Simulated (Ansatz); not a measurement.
**KVF3 (cubic perovskite) (Pm-3m): how robust is the cRPA U?**

Wanted: the sensitivity and cost of U and J for KVF3 (cubic perovskite) (Pm-3m).

Program: Ansatz 0.2.0. Level of theory: constrained RPA on LDA, plane waves, PAW. Results are calculated unless marked as measured.

The structure was built from a prototype and need not be the compound's stable phase.

## 1. Starting point

The structure is cubic, space group Pm-3m (No. 221). Conventional cell: a = 3.956 Å, b = 3.956 Å, c = 3.956 Å, α = 90.00°, β = 90.00°, γ = 90.00°. Nearest to K lie 12 F at 2.80 Å. Nearest to V lie 6 F at 1.98 Å. Nearest to F lie 2 V at 1.98 Å and 4 K at 2.80 Å. Farther neighbours and most contacts between anions are not listed.

The structure was relaxed with LDA. The structure type comes from a generator and need not be one that this composition takes. The structure was generated from a model, not taken from a measurement. The runs that relaxed it are not among those shown. The program's search for lower electronic states was switched off, so nothing shows that the state found is the lowest. The default PAW set here is soft_2. Its files were made with PBE.

## 2. Base: V t2g, bands v2 to c1, 4×4×4 mesh, medium accuracy

Constrained RPA screens the interaction with every transition except those inside the target bands, which a later many-body model would treat itself.

input.yaml reads:

```yaml
crystal:
  lattice:
    - [0.0, -3.95648778, 0.0]
    - [0.0, 0.0, 3.95648778]
    - [-3.95648778, 0.0, 0.0]
  atoms:
    - { symbol: K, position: [0.0, 0.0, 0.0] }
    - { symbol: V, position: [0.5, 0.5, 0.5] }
    - { symbol: F, position: [0.5, 0.5, 0.0] }
    - { symbol: F, position: [0.5, 0.0, 0.5] }
    - { symbol: F, position: [0.0, 0.5, 0.5] }
kpoints:
  mp_grid: { grid: [6, 6, 6] }
hamiltonian:
  xc: lda
scf:
  occupations: { method: gaussian, width: 0.08 }
  n_extra_bands: 19
  max_iter: 150
  lower_state_search: "off"
output:
  crpa:
    kmesh: [4, 4, 4]
    target_bands: [v2, c1]
    projections: [{ species: V, l: d, shell: 3, orbitals: [dxz, dyz, dxy] }]
  local_orbitals:
    kmesh: [8, 8, 8]
    orbitals: [{ species: V, l: d, shell: 3, orbitals: [dxz, dyz, dxy] }]
    window: { bands: [v2, c1] }
    seedname: lo
```

The run is started by

```bash
$ ansatz run input.yaml --threads 4 --pin off --max-ram 9216MiB --backend cpu --events-out ev --progress --plain --runs-dir out
```

Numbers of over 12 decimals in the logs are rounded to 6 here.

The program printed:

```text
scf.n_extra_bands = 19 over 22 filled bands (N_el = 43.0): the run solves 41 bands
Engine: ansatz 0.2.0, aarch64-unknown-linux-gnu
Pseudopotentials: kind: paw
Pseudopotential: K, paw, valence charge 9, recommended cutoff 420 eV (normal), K.paw.azcp
Pseudopotential: V, paw, valence charge 13, recommended cutoff 420 eV (normal), V.paw.azcp
Pseudopotential: F, paw, valence charge 7, recommended cutoff 420 eV (normal), F.paw.azcp
Functional definition: SPW92
  exchange = slater_x
  correlation = pw_c
Crystal: 5 atoms, lattice volume = 61.934 Å³
Basis set: ecut = 420 eV, 1213 PW (Γ)
Bands: 41, of which v1, the nominal top of the filled ones, is band 22 counted from 1 (21 counted from 0)
Symmetry: 48 space group operations
Space group: Pm-3m (ITA 221), of the structure as read, at distance tolerance 4.0e-5 Å
k-points: 20 of 216
Non-local potential: K, projectors of the file, l = 0: 3, l = 1: 2, l = 2: 2
Non-local potential: V, projectors of the file, l = 0: 3, l = 1: 2, l = 2: 3, l = 3: 1
Non-local potential: F, projectors of the file, l = 0: 2, l = 1: 2, l = 2: 1
PAW form: soft (Blöchl's): semilocal exchange-correlation on the pseudo side does not see the compensation charge
PAW frozen core: K, regenerated for the run's functional, and the local potential with it (the file was generated under x = pbe(κ = 0.804, μ = 0.219515), c = pbe(β = 0.066725))
PAW frozen core: V, regenerated for the run's functional, and the local potential with it (the file was generated under x = pbe(κ = 0.804, μ = 0.219515), c = pbe(β = 0.066725))
PAW frozen core: F, regenerated for the run's functional, and the local potential with it (the file was generated under x = pbe(κ = 0.804, μ = 0.219515), c = pbe(β = 0.066725))
PAW one-centre angular grid: K, 110 points (default); XC on 64 Gauss nodes
PAW one-centre angular grid: V, 590 points (default); XC on 64 Gauss nodes
PAW one-centre angular grid: F, 110 points (default); XC on 64 Gauss nodes
Initial density: superposition of atomic densities (neutral atoms: chi_scale 0, normalization atom), corrected by the library's trained network
Initial wavefunctions: pseudopotential atomic-orbital guess
Functional: x = slater, c = lda
SCF iter   1: F=—  HF=-6741.683843 eV  |F-HF|=—  |Δ(HF+E_count)|=         —  Δρ=2.05e-2  dr2=1.74e-1  ethr=1.77e-3  ⟨swp⟩=5.3  Hψ=3487  notcnv=0  defer=135
preconditioner: auto → LDOS  [metal: Δε(μ)=0.065 eV  Ē_g=20.492 eV  σ=0.080 eV  W_gap=0.39  n_scr=18 (ndim 8)  ℏωp=27.1 eV  f_vac=0.044  D(μ)=10.32/eV (n_scr^D=170)  β→1.0]
SCF iter   2: F=—  HF=-6741.636078 eV  |F-HF|=—  |Δ(HF+E_count)|=   4.78e-2  Δρ=9.94e-3  dr2=2.48e-2  ethr=4.05e-4  ⟨swp⟩=2.1  Hψ=1471  notcnv=0  defer=213
[...]
SCF iter   8: F=-6741.627698 eV  HF=-6741.627697 eV  |F-HF|=5.74e-8  |Δ(HF+E_count)|=   8.61e-7  Δρ=1.22e-5  dr2=4.11e-8  ethr=2.33e-10  ⟨swp⟩=8.7  Hψ=4018  notcnv=0
SCF 1 converged in 8 iterations: F = -6741.627698 eV  dr2 = 4.11e-8
[...]
NSCF: frozen V_eff on 38 k-points
NSCF: frozen V_eff on 10 k-points
[...]
cRPA screening: q 1/64
cRPA screening: q 2/64
cRPA screening: q 8/64 (q-point 3)
cRPA screening: q 11/64 (q-point 6)
cRPA screening: q 23/64 (q-point 7)
cRPA screening: q 35/64 (q-point 11)
cRPA screening: q 38/64 (q-point 22)
cRPA screening: q 46/64 (q-point 23)
cRPA screening: q 58/64 (q-point 27)
cRPA screening: q 64/64 (q-point 43)
SCF converged after 8 iterations
Free energy (F): -6741.627698 eV
Harris-Foulkes:  -6741.627697 eV  (|F-HF|=5.74e-8)
Internal energy: -6741.593969 eV  (E = F + TS)
E sigma→0 (E₀):  -6741.610833 eV
Entropy (-TS):   -0.033729 eV (-6.746 meV/atom)
Fermi energy:    11.108227 eV
--- Per-component energies (eV) ---
  E_band       = -362.605018
  E_kinetic    = 1209.394719
  E_local      = -3475.167044  (includes V_loc(G=0)·N_el)
  E_nonlocal   = 207.665895
  E_hartree    = 1380.474819
  E_xc         = -495.905907
  E_vxc        = -630.832071  (∫ρ·V_xc dr)
  E_paw        = -2370.077481  (= ΣΔE_a)
  E_vpaw       = -434.620411  (= ΣTr[D̂ρ^β])
  E_aug_tail   = 0.006370  (compensation charges beyond the density's cutoff)
  E_ewald      = -3198.928745
  E_core_change = 0.943405  (= ΣΔE_core)
  E_smearing   = -0.033729  (= −TS)
  E_closure    = -0.000000  (closes the sum)
  Σ components = -6741.627698   (vs F -6741.627698, Δ=0.00e0)
--- Band table (eV; the first three rows and the last of 20) ---
  k-point 0: bands = [... 18 lower, 3.3685, 3.3685, 10.2191, 10.2191, 10.2191, 11.5429, 11.7851, 11.7851, ... 15 higher]
  k-point 1: bands = [... 18 lower, 3.3047, 3.3047, 10.2498, 10.4545, 10.4545, 11.8021, 11.9306, 12.2494, ... 15 higher]
  k-point 2: bands = [... 18 lower, 3.2065, 3.2065, 10.3128, 10.9300, 10.9300, 11.8291, 12.5433, 13.3583, ... 15 higher]
  k-point 19: bands = [... 18 lower, 3.7144, 3.7144, 11.8136, 11.8136, 11.8136, 14.2758, 14.2758, 14.6222, ... 15 higher]
--- cRPA (band scheme, projected local orbitals): target bands 21..23 (1-based), 3 Wannier function(s), 4×4×4 mesh, 46 bands' worth read of 51 solved, ecut_chi 136.0 eV, v(q+G=0) probe_charge, pair densities all_electron ---
  bands read: the sum over 46 bands ends inside a degenerate multiplet in 25 slots, whose members it reads at an even weight; the widest, k=0: bands 45 to 47 (counted from 1) at 2/3 each
  χ-basis size per q: N_G = 208..251
  window electrons = 3.0000, filled by tetrahedron_uncorrected; constrained ε̄⁻¹(q = 0, 0) head = 0.379991; min gauge Gram eig = 0.8746
  Kanamori averages over each shell's own Wannier functions (sites counted from 0, functions from 1):
    Site 1, 3D, 3 of 5 d orbitals (Wannier functions 1, 2, 3; wannier90's mr 2, 3, 5):
      screened: U = 6.5355 eV, U' = 5.5499 eV, J = 0.4718 eV
      screened, to within: U = 8.3e-3 eV, U' = 8.3e-3 eV, J = 1.4e-3 eV
      bare: V = 17.3939 eV, V' = 16.1247 eV, J = 0.6330 eV
  Hermiticity witness max|P − P†| over intra, direct and exchange elements: 1.78e-15 eV (screened), 1.39e-19 eV (bare)
  Reality witness max|Im| over intra, direct and exchange elements: 1.28e-19 eV (screened), 9.69e-20 eV (bare)
```

It took 52 s on 4 threads of Arm Neoverse N1, shared host; peak memory 0.53 GiB.

Numbers from this step:

| Property | Result |
| --- | --- |
| U | 6.535 eV |
| U prime (inter-orbital) | 5.550 eV |
| J | 0.4718 eV |
| bare V | 17.39 eV |
| bare J | 0.6330 eV |
| stated bound on U | 0.008244 eV |
| U over bare V | 0.3757 |
| electrons in the window | 3.000 |
| head of the constrained inverse dielectric matrix | 0.3800 |
| least eigenvalue of the projection's overlap | 0.8746 |
| target functions | 3 |
| bands in the sums | 46 |
| r.m.s. miss of the model bands | 4.98e-5 eV |
| width of the target bands | 1.594 eV |
| weight of the projected orbitals in the window | 0.9203 |

On the V t2g shell, screening brings the on-site interaction from 17.4 eV down to U = 6.54 eV.

## 3. Changed: 6×6×6 mesh

input.yaml, the sections that differ from step 2:

```yaml
output:
  crpa:
    kmesh: [6, 6, 6]
    target_bands: [v2, c1]
    projections: [{ species: V, l: d, shell: 3, orbitals: [dxz, dyz, dxy] }]
# crystal, kpoints, hamiltonian, scf: as in step 2
```

The program printed:

```text
[...]
Crystal: 5 atoms, lattice volume = 61.934 Å³
Basis set: ecut = 420 eV, 1213 PW (Γ)
Bands: 41, of which v1, the nominal top of the filled ones, is band 22 counted from 1 (21 counted from 0)
Symmetry: 48 space group operations
[...]
k-points: 20 of 216
[...]
SCF iter   1: F=—  HF=-6741.683843 eV  |F-HF|=—  |Δ(HF+E_count)|=         —  Δρ=2.05e-2  dr2=1.74e-1  ethr=1.77e-3  ⟨swp⟩=5.3  Hψ=3487  notcnv=0  defer=135
[...]
SCF iter   8: F=-6741.627698 eV  HF=-6741.627697 eV  |F-HF|=5.74e-8  |Δ(HF+E_count)|=   8.61e-7  Δρ=1.22e-5  dr2=4.11e-8  ethr=2.33e-10  ⟨swp⟩=8.7  Hψ=4018  notcnv=0
SCF 1 converged in 8 iterations: F = -6741.627698 eV  dr2 = 4.11e-8
[...]
NSCF: frozen V_eff on 20 k-points
[...]
cRPA screening: q 1/216
cRPA screening: q 2/216
cRPA screening: q 8/216 (q-point 3)
cRPA screening: q 14/216 (q-point 4)
cRPA screening: q 17/216 (q-point 8)
[...]
SCF converged after 8 iterations
Free energy (F): -6741.627698 eV
[...]
Internal energy: -6741.593969 eV  (E = F + TS)
E sigma→0 (E₀):  -6741.610833 eV
Entropy (-TS):   -0.033729 eV (-6.746 meV/atom)
Fermi energy:    11.108227 eV
[...]
--- Band table (eV; the first three rows and the last of 20) ---
  k-point 0: bands = [... 18 lower, 3.3685, 3.3685, 10.2191, 10.2191, 10.2191, 11.5429, 11.7851, 11.7851, ... 15 higher]
  k-point 1: bands = [... 18 lower, 3.3047, 3.3047, 10.2498, 10.4545, 10.4545, 11.8021, 11.9306, 12.2494, ... 15 higher]
  k-point 2: bands = [... 18 lower, 3.2065, 3.2065, 10.3128, 10.9300, 10.9300, 11.8291, 12.5433, 13.3583, ... 15 higher]
  k-point 19: bands = [... 18 lower, 3.7144, 3.7144, 11.8136, 11.8136, 11.8136, 14.2758, 14.2758, 14.6222, ... 15 higher]
[...]
χ-basis size per q: N_G = 208..251
[...]
Site 1, 3D, 3 of 5 d orbitals (Wannier functions 1, 2, 3; wannier90's mr 2, 3, 5):
      screened: U = 6.5480 eV, U' = 5.5628 eV, J = 0.4719 eV
      screened, to within: U = 1.2e-2 eV, U' = 1.2e-2 eV, J = 2.1e-3 eV
      bare: V = 17.3774 eV, V' = 16.1086 eV, J = 0.6329 eV
[...]
```

Elapsed: 4 min, on 4 threads; peak memory 0.73 GiB.

This step gave:

```yaml
u: 6.548 eV
u_prime_inter_orbital: 5.563 eV
j: 0.4719 eV
bare_v: 17.38 eV
bare_j: 0.6329 eV
stated_bound_on_u: 0.01104 eV
u_over_bare_v: 0.3768
electrons_in_the_window: 3.000
head_of_the_constrained_inverse_dielectric_matrix: 0.3858
least_eigenvalue_of_the_projection_s_overlap: 0.8746
target_functions: 3
bands_in_the_sums: 46
width_of_the_target_bands: 1.594 eV
weight_of_the_projected_orbitals_in_the_window: 0.9203
```

On the V t2g shell, screening brings the on-site interaction from 17.4 eV down to U = 6.55 eV.

## 4. Changed: 2×2×2 mesh

Edit input.yaml of step 3 so:

```diff
@@ -22,3 +22,3 @@
   crpa:
-    kmesh: [6, 6, 6]
+    kmesh: [2, 2, 2]
     target_bands: [v2, c1]
```

The program printed:

```text
[...]
Crystal: 5 atoms, lattice volume = 61.934 Å³
Basis set: ecut = 420 eV, 1213 PW (Γ)
Bands: 41, of which v1, the nominal top of the filled ones, is band 22 counted from 1 (21 counted from 0)
Symmetry: 48 space group operations
[...]
k-points: 20 of 216
[...]
k-point 19: bands = [... 18 lower, 3.7144, 3.7144, 11.8136, 11.8136, 11.8136, 14.2758, 14.2758, 14.6222, ... 15 higher]
[...]
χ-basis size per q: N_G = 208..251
[...]
Site 1, 3D, 3 of 5 d orbitals (Wannier functions 1, 2, 3; wannier90's mr 2, 3, 5):
      screened: U = 6.8643 eV, U' = 5.8632 eV, J = 0.4742 eV
      screened, to within: U = 6.1e-3 eV, U' = 6.1e-3 eV, J = 6.5e-4 eV
      bare: V = 17.6541 eV, V' = 16.3697 eV, J = 0.6391 eV
[...]
[key lines of the parts left out:]
SCF converged after 8 iterations
Free energy (F): -6741.627698 eV
Fermi energy:    11.108227 eV
```

It took 11 s on 4 threads; peak memory 0.45 GiB; 38 s of CPU time.

This step gave:

| Quantity | Value |
| --- | --- |
| U | 6.864 eV |
| U prime (inter-orbital) | 5.863 eV |
| J | 0.4742 eV |
| bare V | 17.65 eV |
| bare J | 0.6391 eV |
| stated bound on U | 0.006016 eV |
| U over bare V | 0.3888 |
| electrons in the window | 3.000 |
| head of the constrained inverse dielectric matrix | 0.3735 |
| least eigenvalue of the projection's overlap | 0.8746 |
| target functions | 3 |
| bands in the sums | 46 |
| width of the target bands | 1.594 eV |
| weight of the projected orbitals in the window | 0.9203 |

On the V t2g shell, screening brings the on-site interaction from 17.7 eV down to U = 6.86 eV.

## 5. Changed: sums over states on smooth products

Edit input.yaml of step 4 so:

```diff
@@ -22,4 +22,8 @@
   crpa:
-    kmesh: [2, 2, 2]
+    kmesh: [4, 4, 4]
     target_bands: [v2, c1]
     projections: [{ species: V, l: d, shell: 3, orbitals: [dxz, dyz, dxy] }]
+    accuracy: sum_over_states
+    pair_densities: pseudo
+    n_empty_bands: 44
+    ecut_chi: 136
```

The program printed:

```text
[...]
Crystal: 5 atoms, lattice volume = 61.934 Å³
Basis set: ecut = 420 eV, 1213 PW (Γ)
Bands: 41, of which v1, the nominal top of the filled ones, is band 22 counted from 1 (21 counted from 0)
Symmetry: 48 space group operations
[...]
k-points: 20 of 216
[...]
χ-basis size per q: N_G = 208..251
[...]
U and J over all bands: no bound (output.crpa.accuracy: sum_over_states); those below are of the sums over the bands read on the sphere of ecut_chi alone
[...]
Site 1, 3D, 3 of 5 d orbitals (Wannier functions 1, 2, 3; wannier90's mr 2, 3, 5):
      screened: U = 6.7934 eV, U' = 5.6192 eV, J = 0.5368 eV
      bare: V = 17.3939 eV, V' = 16.1247 eV, J = 0.6330 eV
[...]
[key lines of the parts left out:]
SCF converged after 8 iterations
Free energy (F): -6741.627698 eV
Fermi energy:    11.108227 eV
```

Elapsed: 8.3 s, on 4 threads; peak memory 0.41 GiB.

This variant gives U = 6.79 eV against 6.54 eV. It is a finite sum over empty states with no bound on its error and stays out of the table below.

[end of part 1 of 2]

[Paths, hosts, dates, memory and timing lines, banners, echoed tables and standing remarks are left out of the program output.]

[Logs are printed without paths, hosts, clocks, repeated set-up lines and the standing remarks that a program may print on its own settings, such as how far it seeks lower states.]

[Runs of the session that timed out or met a known fault of the program may be left out.]

[Hosts, paths, dates, database ids (printed as entryN), source tags and the programs' standing remarks are cut or masked in the printed files.]
